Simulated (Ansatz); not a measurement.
**SrZnC2Se6: complex band structure**

Aim: relax a made-up compound, SrZnC2Se6, and see how good a tunnel barrier it would be. It is built by putting Se for O, Sr for Ca in the CaZnC2O6 structure of space group R-3, with the volume rescaled by atomic radii. The parent structure comes from the Materials Project.

Method: r2SCAN DFT, plane waves, PAW files, in the first sound run; inputs show where later runs differ, in Ansatz 0.2.0.

The structure was built from a prototype and need not be the compound's stable phase.

### Step 1. The starting structure

The structure is trigonal, space group R-3 (No. 148). The conventional cell has a = 5.894 Å, b = 5.894 Å, c = 19.784 Å, α = 90.00°, β = 90.00°, γ = 120.00°. Nearest to Sr lie 6 Se at 2.91 Å. Nearest to Zn lie 6 Se at 2.58 Å. Nearest to C lie 3 Se at 1.57 Å. Nearest to Se lie 1 C at 1.57 Å and 1 Zn at 2.58 Å and 2 Se at 2.72 Å and 1 Sr at 2.91 Å. It derives from CaZnC2O6. Se for O, Sr for Ca in the CaZnC2O6 structure of space group R-3. Farther neighbours and most contacts between anions are not listed.

### Step 2. Relaxing the new crystal

The substituted atoms don't fit the parent's cell, so cell and atoms relax together. A small smearing keeps the run stable in case the gap closes on the way.

The input, input.yaml:

```yaml
crystal:
  lattice:
    - [2.9472320388, 1.7015852109, 6.594635534]
    - [-2.9472320388, 1.7015852109, 6.594635534]
    - [0.0, -3.4031704219, 6.594635534]
  atoms:
    - { symbol: Sr, position: [0.0, 0.0, 0.0] }
    - { symbol: Zn, position: [0.5, 0.5, 0.5] }
    - { symbol: C, position: [0.757459, 0.757459, 0.757459] }
    - { symbol: C, position: [0.242541, 0.242541, 0.242541] }
    - { symbol: Se, position: [0.726433, 0.03591, 0.505253] }
    - { symbol: Se, position: [0.505253, 0.726433, 0.03591] }
    - { symbol: Se, position: [0.03591, 0.505253, 0.726433] }
    - { symbol: Se, position: [0.273567, 0.96409, 0.494747] }
    - { symbol: Se, position: [0.494747, 0.273567, 0.96409] }
    - { symbol: Se, position: [0.96409, 0.494747, 0.273567] }
kpoints:
  mp_grid: { grid: [4, 4, 4] }
scf:
  occupations: { method: gaussian, width: 0.03 }
hamiltonian:
  xc: r2scan
output:
  forces: true
  stress: true
relax:
  f_tol: 0.02
  max_steps: 60
  cell: {}
```

Command:

```console
ansatz run input.yaml --threads 2 --pin off --max-ram 4096MiB --backend cpu --events-out ev --progress --plain --runs-dir out
```

Numbers of over 12 decimals in the logs are rounded to 6 here.

Log:

```text
Engine: ansatz 0.2.0, aarch64-unknown-linux-gnu
Pseudopotentials: kind: paw
Pseudopotential: Sr, paw, valence charge 10, recommended cutoff 500 eV (meta_gga), Sr.paw.azcp
Pseudopotential: Zn, paw, valence charge 12, recommended cutoff 500 eV (meta_gga), Zn.paw.azcp
Pseudopotential: C, paw, valence charge 4, recommended cutoff 500 eV (meta_gga), C.paw.azcp
Pseudopotential: Se, paw, valence charge 16, recommended cutoff 500 eV (meta_gga), Se.paw.azcp
Functional definition: r2SCAN
  parameter k0 = 0.174
  parameter k1 = 0.065
  parameter a1 = 4.9479
  exchange = r2scan_x(k0 = k0, k1 = k1, a1 = a1)
  correlation = r2scan_c
Crystal: 10 atoms, lattice volume = 198.431 Å³
Basis set: ecut = 500 eV, 5077 PW (Γ), exchange–correlation on 240×240×240 points (64 copies of the dense FFT grid, shifted against one another)
Bands: 76, of which v1, the nominal top of the filled ones, is band 63 counted from 1 (62 counted from 0)
Symmetry: 6 space group operations
Space group: R-3 (ITA 148), of the structure as read, at distance tolerance 5.8e-5 Å
k-points: 14 of 64
Non-local potential: Sr, projectors of the file, l = 0: 3, l = 1: 2, l = 2: 2
Non-local potential: Zn, projectors of the file, l = 0: 2, l = 1: 2, l = 2: 3, l = 3: 1
Non-local potential: C, projectors of the file, l = 0: 2, l = 1: 2, l = 2: 1
Non-local potential: Se, projectors of the file, l = 0: 2, l = 1: 2, l = 2: 3, l = 3: 1
PAW form: soft (Blöchl's): semilocal exchange-correlation on the pseudo side does not see the compensation charge
PAW frozen core: Sr, regenerated for the run's functional (the file was generated under x = pbe(κ = 0.804, μ = 0.219515), c = pbe(β = 0.066725))
PAW frozen core: Zn, regenerated for the run's functional (the file was generated under x = pbe(κ = 0.804, μ = 0.219515), c = pbe(β = 0.066725))
PAW frozen core: C, regenerated for the run's functional (the file was generated under x = pbe(κ = 0.804, μ = 0.219515), c = pbe(β = 0.066725))
PAW frozen core: Se, regenerated for the run's functional (the file was generated under x = pbe(κ = 0.804, μ = 0.219515), c = pbe(β = 0.066725))
PAW one-centre angular grid: Sr, 302 points (default); XC on 160 Gauss nodes
PAW one-centre angular grid: Zn, 590 points (default); XC on 261 of its mesh's 2673 points in the sphere
PAW one-centre angular grid: C, 302 points (default); XC on 239 of its mesh's 2573 points in the sphere
PAW one-centre angular grid: Se, 590 points (default); XC on 160 Gauss nodes
Initial density: superposition of atomic densities (neutral atoms: chi_scale 0, normalization atom), corrected by the library's trained network
Initial wavefunctions: pseudopotential atomic-orbital guess
Functional: x = r2scan, c = r2scan; τ floored in thin density (d = 2e-4 eV/Å³)
SCF iter   1: F=—  HF=-40243.921291 eV  |F-HF|=—  |Δ(HF+E_count)|=         —  Δρ=1.25e-2  dr2=2.45e-1  dr2_τ=8.16e-1  ethr=1.77e-3  ⟨swp⟩=7.8  Hψ=4697  notcnv=0  defer=18
preconditioner: auto → Resta (q_TF=auto, 2.529 Å⁻¹)  ε∞=3.5  [insulator: Δε(μ)=0.118 eV  Ē_g=13.279 eV  σ=0.030 eV  W_gap=0.99  n_scr=52 (ndim 8)  ℏωp=21.1 eV  f_vac=0.039  D(μ)=0.07/eV (n_scr^D=0)  ε∞_Penn≈3.5]
SCF iter   2: F=—  HF=-40244.002621 eV  |F-HF|=—  |Δ(HF+E_count)|=   8.13e-2  Δρ=4.03e-3  dr2=2.73e-2  dr2_τ=4.62e-3  ethr=1.95e-4  ⟨swp⟩=2.9  Hψ=1792  notcnv=0  defer=106
preconditioner: auto → LDOS  [metal: Δε(μ)=0.024 eV  Ē_g=13.194 eV  σ=0.030 eV  W_gap=0.42  n_scr=52 (ndim 8)  ℏωp=21.1 eV  f_vac=0.040  D(μ)=2.62/eV (n_scr^D=14)  β→1.0]
SCF iter   3: F=—  HF=-40244.007029 eV  |F-HF|=—  |Δ(HF+E_count)|=   4.41e-3  Δρ=2.63e-3  dr2=8.04e-3  dr2_τ=1.53e-4  ethr=2.17e-5  ⟨swp⟩=2.1  Hψ=1484  notcnv=0  defer=106
SCF iter   4: F=—  HF=-40244.005750 eV  |F-HF|=—  |Δ(HF+E_count)|=   1.28e-3  Δρ=6.82e-4  dr2=9.74e-4  dr2_τ=3.68e-5  ethr=6.38e-6  ⟨swp⟩=2.0  Hψ=1547  notcnv=0  defer=65
automatic band count: iteration 4 solves 73 bands in place of 76: the levels show a gap, and the empty bands left out lie too high to hold charge; the band table lists the bands solved (type scf.n_extra_bands for more)
SCF iter   5: F=—  HF=-40244.005442 eV  |F-HF|=—  |Δ(HF+E_count)|=   3.08e-4  Δρ=1.57e-4  dr2=6.62e-5  dr2_τ=2.21e-6  ethr=7.73e-7  ⟨swp⟩=6.0  Hψ=3041  notcnv=0  defer=105
automatic band count: iteration 5 solves 76 bands in place of 73: the levels no longer show a gap clear of their residuals, so the SCF keeps every band
SCF iter   6: F=—  HF=-40244.005333 eV  |F-HF|=—  |Δ(HF+E_count)|=   1.09e-4  Δρ=7.34e-5  dr2=9.11e-6  dr2_τ=3.14e-7  ethr=5.26e-8  ⟨swp⟩=2.0  Hψ=1555  notcnv=0  defer=105
SCF iter   7: F=—  HF=-40244.005336 eV  |F-HF|=—  |Δ(HF+E_count)|=   3.11e-6  Δρ=1.57e-5  dr2=6.06e-7  dr2_τ=1.97e-8  ethr=7.23e-9  ⟨swp⟩=3.0  Hψ=1801  notcnv=0  defer=105
SCF iter   8: F=-40244.005336 eV  HF=-40244.005336 eV  |F-HF|=9.47e-9  |Δ(HF+E_count)|=   5.00e-7  Δρ=4.31e-6  dr2=3.94e-8  dr2_τ=2.95e-9  ethr=7.94e-11  ⟨swp⟩=5.0  Hψ=4185  notcnv=0
SCF 1 converged in 8 iterations: F = -40244.005336 eV  dr2 = 3.94e-8
  greatest PAW one-centre occupation: 1.000 electrons in one spin orbital (limit 2), on the Se atom at site 8 (counted from 0), in its partial waves of l = 2
relax step   1: F+E_penalty+E_count = -40244.00533626 eV  Δ(F+E_penalty+E_count) = +0.000e0 eV  max|allowed force component| = 1.381e1 eV/Å  Δτ_max = 0.0000 Å  P = +42.619 GPa  Ω = 198.431 Å³  (8 SCF iters, dr2 threshold 1.00e-7 eV, accepted)
Crystal: 10 atoms, lattice volume = 224.313 Å³
Basis set: ecut = 500 eV, 5653 PW (Γ), exchange–correlation on 240×240×240 points (64 copies of the dense FFT grid, shifted against one another)
Initial density: handed on by an earlier stage of this run
Initial wavefunctions: those handed on with the density
iter 1 solved again at ethr=1.84e-3 eV; its pass at ethr=3.10e-3 eV (dr2=2.31e0 eV) is discarded
SCF iter   1: F=—  HF=-40251.917439 eV  |F-HF|=—  |Δ(HF+E_count)|=         —  Δρ=2.81e-2  dr2=2.31e0  dr2_τ=9.82e-1  ethr=1.84e-3  ⟨swp⟩=2.2  Hψ=5808  notcnv=0
preconditioner: auto → Resta (q_TF=auto, 2.478 Å⁻¹)  ε∞=3.6  [insulator: Δε(μ)=0.828 eV  Ē_g=12.350 eV  σ=0.030 eV  W_gap=1.00  n_scr=64 (ndim 8)  ℏωp=19.8 eV  f_vac=0.097  D(μ)=0.00/eV (n_scr^D=0)  ε∞_Penn≈3.6]
SCF iter   2: F=—  HF=-40252.378641 eV  |F-HF|=—  |Δ(HF+E_count)|=   4.61e-1  Δρ=8.51e-3  dr2=2.07e-1  dr2_τ=3.70e-2  ethr=1.83e-3  ⟨swp⟩=4.1  Hψ=1912  notcnv=0
SCF iter   3: F=—  HF=-40252.335931 eV  |F-HF|=—  |Δ(HF+E_count)|=   4.27e-2  Δρ=3.91e-3  dr2=5.40e-2  dr2_τ=1.14e-3  ethr=1.64e-4  ⟨swp⟩=3.6  Hψ=1861  notcnv=0  defer=100
[...]
SCF iter   8: F=—  HF=-40253.667779 eV  |F-HF|=—  |Δ(HF+E_count)|=   6.69e-6  Δρ=2.36e-5  dr2=1.15e-6  dr2_τ=2.84e-8  ethr=1.19e-8  ⟨swp⟩=3.0  Hψ=1444  notcnv=0  defer=63
SCF iter   9: F=-40253.667780 eV  HF=-40253.667780 eV  |F-HF|=2.86e-8  |Δ(HF+E_count)|=   1.14e-6  Δρ=5.55e-6  dr2=7.36e-8  dr2_τ=3.72e-9  ethr=7.94e-10  ⟨swp⟩=5.6  Hψ=4453  notcnv=0
SCF 3 converged in 9 iterations: F = -40253.667780 eV  dr2 = 7.36e-8
relax step   3: F+E_penalty+E_count = -40253.66777997 eV  Δ(F+E_penalty+E_count) = -1.338e0 eV  max|allowed force component| = 1.476e0 eV/Å  Δτ_max = 0.1950 Å  P = +3.088 GPa  Ω = 236.593 Å³  energy of the carried Pulay correction = -4.416e-3 eV  (9 SCF iters, dr2 threshold 1.00e-6 eV, accepted)
[...]
relax step   4: F+E_penalty+E_count = -40254.18095220 eV  Δ(F+E_penalty+E_count) = -5.132e-1 eV  max|allowed force component| = 6.640e-1 eV/Å  Δτ_max = 0.1948 Å  P = +2.748 GPa  Ω = 238.177 Å³  energy of the carried Pulay correction = -4.582e-3 eV  (8 SCF iters, dr2 threshold 1.00e-6 eV, accepted)
[...]
relax step   5: F+E_penalty+E_count = -40254.29899797 eV  Δ(F+E_penalty+E_count) = -1.180e-1 eV  max|allowed force component| = 2.793e-1 eV/Å  Δτ_max = 0.0594 Å  P = +0.505 GPa  Ω = 246.781 Å³  energy of the carried Pulay correction = -5.468e-3 eV  (8 SCF iters, dr2 threshold 1.00e-6 eV, accepted)
[...]
relax step   6: F+E_penalty+E_count = -40254.31732649 eV  Δ(F+E_penalty+E_count) = -1.833e-2 eV  max|allowed force component| = 1.256e-1 eV/Å  Δτ_max = 0.0482 Å  P = +0.442 GPa  Ω = 246.308 Å³  energy of the carried Pulay correction = -5.420e-3 eV  (7 SCF iters, dr2 threshold 1.00e-6 eV, accepted)
[...]
relax step   7: F+E_penalty+E_count = -40254.32232868 eV  Δ(F+E_penalty+E_count) = -5.002e-3 eV  max|allowed force component| = 5.528e-2 eV/Å  Δτ_max = 0.0379 Å  P = +0.068 GPa  Ω = 247.279 Å³  energy of the carried Pulay correction = -5.518e-3 eV  (6 SCF iters, dr2 threshold 1.00e-6 eV, accepted)
[...]
relax step   8: F+E_penalty+E_count = -40254.32351219 eV  Δ(F+E_penalty+E_count) = -1.184e-3 eV  max|allowed force component| = 1.025e-3 eV/Å  Δτ_max = 0.0136 Å  P = +0.002 GPa  Ω = 247.606 Å³  energy of the carried Pulay correction = -5.551e-3 eV  (7 SCF iters, dr2 threshold 1.91e-7 eV, accepted)
Initial wavefunctions: pseudopotential atomic-orbital guess (no wavefunctions were taken with the density)
iter 1 solved again at ethr=5.58e-7 eV; its pass at ethr=3.10e-3 eV (dr2=7.03e-4 eV) is discarded
SCF iter   1: F=—  HF=-40254.303145 eV  |F-HF|=—  |Δ(HF+E_count)|=         —  Δρ=9.56e-4  dr2=7.58e-5  dr2_τ=4.77e-5  ethr=5.58e-7  ⟨swp⟩=3.3  Hψ=7408  notcnv=0
preconditioner: auto → Resta (q_TF=auto, 2.438 Å⁻¹)  ε∞=3.6  [insulator: Δε(μ)=0.698 eV  Ē_g=11.793 eV  σ=0.030 eV  W_gap=1.00  n_scr=64 (ndim 8)  ℏωp=18.9 eV  f_vac=0.096  D(μ)=0.00/eV (n_scr^D=0)  ε∞_Penn≈3.6]
SCF iter   2: F=—  HF=-40254.328064 eV  |F-HF|=—  |Δ(HF+E_count)|=   2.49e-2  Δρ=5.07e-4  dr2=4.93e-5  dr2_τ=2.15e-4  ethr=6.02e-8  ⟨swp⟩=2.0  Hψ=1708  notcnv=0
SCF iter   3: F=—  HF=-40254.331881 eV  |F-HF|=—  |Δ(HF+E_count)|=   3.82e-3  Δρ=1.51e-4  dr2=2.27e-6  dr2_τ=2.08e-5  ethr=3.91e-8  ⟨swp⟩=2.0  Hψ=1512  notcnv=0
SCF iter   4: F=—  HF=-40254.332239 eV  |F-HF|=—  |Δ(HF+E_count)|=   3.58e-4  Δρ=1.25e-5  dr2=2.15e-7  dr2_τ=2.83e-8  ethr=1.80e-9  ⟨swp⟩=2.0  Hψ=1526  notcnv=0
SCF iter   5: F=—  HF=-40254.332239 eV  |F-HF|=—  |Δ(HF+E_count)|=   5.75e-7  Δρ=4.73e-6  dr2=3.89e-8  dr2_τ=7.44e-9  ethr=1.71e-10  ⟨swp⟩=2.0  Hψ=1503  notcnv=0
SCF iter   6: F=—  HF=-40254.332239 eV  |F-HF|=—  |Δ(HF+E_count)|=   3.95e-8  Δρ=2.91e-6  dr2=1.08e-8  dr2_τ=5.08e-9  ethr=3.09e-11  ⟨swp⟩=2.0  Hψ=1469  notcnv=0
SCF iter   7: F=—  HF=-40254.332239 eV  |F-HF|=—  |Δ(HF+E_count)|=   7.46e-8  Δρ=1.14e-6  dr2=2.08e-9  dr2_τ=9.44e-10  ethr=8.56e-12  ⟨swp⟩=2.0  Hψ=1470  notcnv=0
SCF iter   8: F=—  HF=-40254.332239 eV  |F-HF|=—  |Δ(HF+E_count)|=   1.60e-8  Δρ=2.89e-7  dr2=4.11e-10  dr2_τ=1.44e-11  ethr=1.65e-12  ⟨swp⟩=3.0  Hψ=1946  notcnv=0
SCF iter   9: F=-40254.332239 eV  HF=-40254.332239 eV  |F-HF|=3.49e-10  |Δ(HF+E_count)|=  2.47e-10  Δρ=1.87e-7  dr2=7.55e-11  dr2_τ=2.06e-11  ethr=1.00e-12  ⟨swp⟩=5.0  Hψ=3906  notcnv=0
SCF 9 converged in 9 iterations: F = -40254.332239 eV  dr2 = 7.55e-11
relax step   9: F+E_penalty+E_count = -40254.33223923 eV  Δ(F+E_penalty+E_count) = -8.727e-3 eV  max|allowed force component| = 1.190e-3 eV/Å  Δτ_max = 0.0000 Å  P = +0.030 GPa  Ω = 247.606 Å³  stress off target by 3.63e-2 GPa  SCF on the basis re-selected at this cell (its energy is not comparable with the rows above)  (9 SCF iters)
basis re-selected at this cell: Δ(F+E_penalty+E_count) = -8.727e-3 eV, ΔP = +0.028 GPa vs the last step (what re-selecting the basis moved, of the pressure what is left beyond the Pulay correction that the steps carried, after the strain that the cell walked since its last selection, with what the two solves' SCF thresholds leave and, on support functions, any second-order correction that the steps lacked; it is no m [...]
SCF converged after 9 iterations
Free energy (F): -40254.332239 eV
Harris-Foulkes:  -40254.332239 eV  (|F-HF|=3.49e-10)
Internal energy: -40254.332239 eV  (E = F + TS)
E sigma→0 (E₀):  -40254.332239 eV
Fermi energy:    6.052519 eV
--- Per-component energies (eV) ---
  E_band       = -2675.878360
  E_kinetic    = 1256.845230
  E_local      = -19307.515829  (includes V_loc(G=0)·N_el)
  E_nonlocal   = -2695.326417
  E_hartree    = 9118.804532
  E_xc         = -966.909113
  E_vxc        = -990.221023  (∫ρ·V_xc dr)
  E_paw        = -16319.619973  (= ΣΔE_a)
  E_vpaw       = 771.804563  (= ΣTr[D̂ρ^β])
  E_aug_tail   = -0.001262  (compensation charges beyond the density's cutoff)
  E_vtau       = 50.926906  (kinetic-family band-sum trace: ∫τ·v_τ [+ j·A + Jᵃ·Aᵃ] dr)
  E_ewald      = -11329.642583
  E_core_change = -10.966824  (= ΣΔE_core)
  E_smearing   = -0.000000  (= −TS)
  E_closure    = 0.000000  (closes the sum)
  Σ components = -40254.332239   (vs F -40254.332239, Δ=0.00e0)
--- Forces (eV/Å), atoms counted from 1 ---
  atom   1  Sr     0.00000000     0.00000000     0.00000000
  atom   2  Zn     0.00000000     0.00000000    -0.00000000
  atom   3  C      0.00000000    -0.00000000     0.00119008
  atom   4  C     -0.00000000     0.00000000    -0.00119008
  atom   5  Se    -0.00053488     0.00001352    -0.00087423
  atom   6  Se     0.00025573    -0.00046998    -0.00087423
  atom   7  Se     0.00027915     0.00045646    -0.00087423
  atom   8  Se     0.00053488    -0.00001352     0.00087423
  atom   9  Se    -0.00025573     0.00046998     0.00087423
  atom  10  Se    -0.00027915    -0.00045646     0.00087423
  max |Σ_I F_I| component: 4.66e-18 eV/Å
--- Stress (GPa, compression-positive) ---
        0.036316      -0.000000      -0.000000
        0.000000       0.036316       0.000000
       -0.000000       0.000000       0.018776
  P = ⅓ Tr σ = 0.0305 GPa (0.305 kbar)
--- Relaxed structure (8 steps of the walk, 8 accepted, 1 SCFs on fresh bases) ---
  F+E_penalty+E_count = -40254.33223923 eV   max|allowed force component| = 1.190e-3 eV/Å   (the final SCF, on the basis selected at the relaxed cell)
  cell:  # Å, volume = 247.6058 Å³
    - [3.173279, 1.832094, 7.098287]
    - [-3.173279, 1.832094, 7.098287]
    - [2.022978215914572e-18, -3.664188, 7.098287]
  atoms:
    - { symbol: Sr, position: [7.202917254625639e-19, 5.73143193114607e-19, -3.7275747785933944e-19] }
    - { symbol: Zn, position: [0.5, 0.5, 0.5] }
    - { symbol: C, position: [0.760090, 0.760090, 0.760090] }
    - { symbol: C, position: [0.239910, 0.239910, 0.239910] }
    - { symbol: Se, position: [0.714363, 0.069267, 0.489337] }
    - { symbol: Se, position: [0.489337, 0.714363, 0.069267] }
    - { symbol: Se, position: [0.069267, 0.489337, 0.714363] }
    - { symbol: Se, position: [0.285637, 0.930733, 0.510663] }
    - { symbol: Se, position: [0.510663, 0.285637, 0.930733] }
    - { symbol: Se, position: [0.930733, 0.510663, 0.285637] }
```

Wall time 2.4 min (2 threads of Arm Neoverse V2, shared host); peak memory 1.6 GiB.

Step by step:

```csv
step,energy less that of the first step (eV),largest force component (eV/Å),pressure (GPa),volume (Å³)
1,0.0000,13.8142,42.62,198.43
2,-8.3244,4.7835,14.03,224.31
3,-9.6624,1.4758,3.09,236.59
4,-10.1756,0.6640,2.75,238.18
5,-10.2937,0.2793,0.51,246.78
6,-10.3120,0.1256,0.44,246.31
7,-10.3170,0.0553,0.07,247.28
8,-10.3182,0.0010,0.00,247.61
9*,-10.3269,0.0012,0.03,247.61
```

Relaxation steps marked * repeat the geometry before them on a plane-wave basis chosen anew for their cell, so energy and pressure can jump there.

The run keeps the 6 symmetry operations that it works with, so distortions that break them were not tested.

```csv
"conventional cell, symmetrised",before,after,change
a (Å),5.894,6.347,+7.7 %
b (Å),5.894,6.347,+7.7 %
c (Å),19.784,21.295,+7.6 %
volume (Å³/atom),19.84,24.76,+24.8 %
```

The atoms that moved most (Å, as changes of fractional coordinates times the final cell):

```csv
atom,dx,dy,dz,length
Se8,0.144,-0.097,-0.038,0.178
Se9,0.012,0.174,-0.038,0.178
Se5,-0.144,0.097,0.038,0.178
Se6,-0.012,-0.174,0.038,0.178
Se10,-0.156,-0.076,-0.038,0.178
Se7,0.156,0.076,0.038,0.178
C4,0.000,0.000,-0.056,0.056
C3,0.000,0.000,0.056,0.056
```

Final coordinates:

```cif
data_structure
_symmetry_space_group_name_H-M 'P 1'
_symmetry_Int_Tables_number 1
_cell_length_a 7.9882
_cell_length_b 7.9882
_cell_length_c 7.9882
_cell_angle_alpha 46.812
_cell_angle_beta 46.812
_cell_angle_gamma 46.812
_cell_volume 247.61
loop_
_atom_site_label
_atom_site_type_symbol
_atom_site_fract_x
_atom_site_fract_y
_atom_site_fract_z
_atom_site_occupancy
Sr1 Sr 0.00000 0.00000 0.00000 1
Zn2 Zn 0.50000 0.50000 0.50000 1
C3 C 0.76009 0.76009 0.76009 1
C4 C 0.23991 0.23991 0.23991 1
Se5 Se 0.71436 0.06927 0.48934 1
Se6 Se 0.48934 0.71436 0.06927 1
Se7 Se 0.06927 0.48934 0.71436 1
Se8 Se 0.28564 0.93073 0.51066 1
Se9 Se 0.51066 0.28564 0.93073 1
Se10 Se 0.93073 0.51066 0.28564 1
```

This step gave:

| Item | Value |
| --- | --- |
| free energy | -40254.3322 eV |
| Fermi energy | 6.053 eV |
| pressure | 0.03047 GPa |

The largest force component on a free atom ends at 0.0012 eV/Å.

[end of part 1 of 3]

[Logs are printed without paths, hosts, clocks, repeated set-up lines and the standing remarks that a program may print on its own settings, such as how far it seeks lower states.]

[Hosts, paths, dates, database ids (printed as entryN), source tags and the programs' standing remarks are cut or masked in the printed files.]
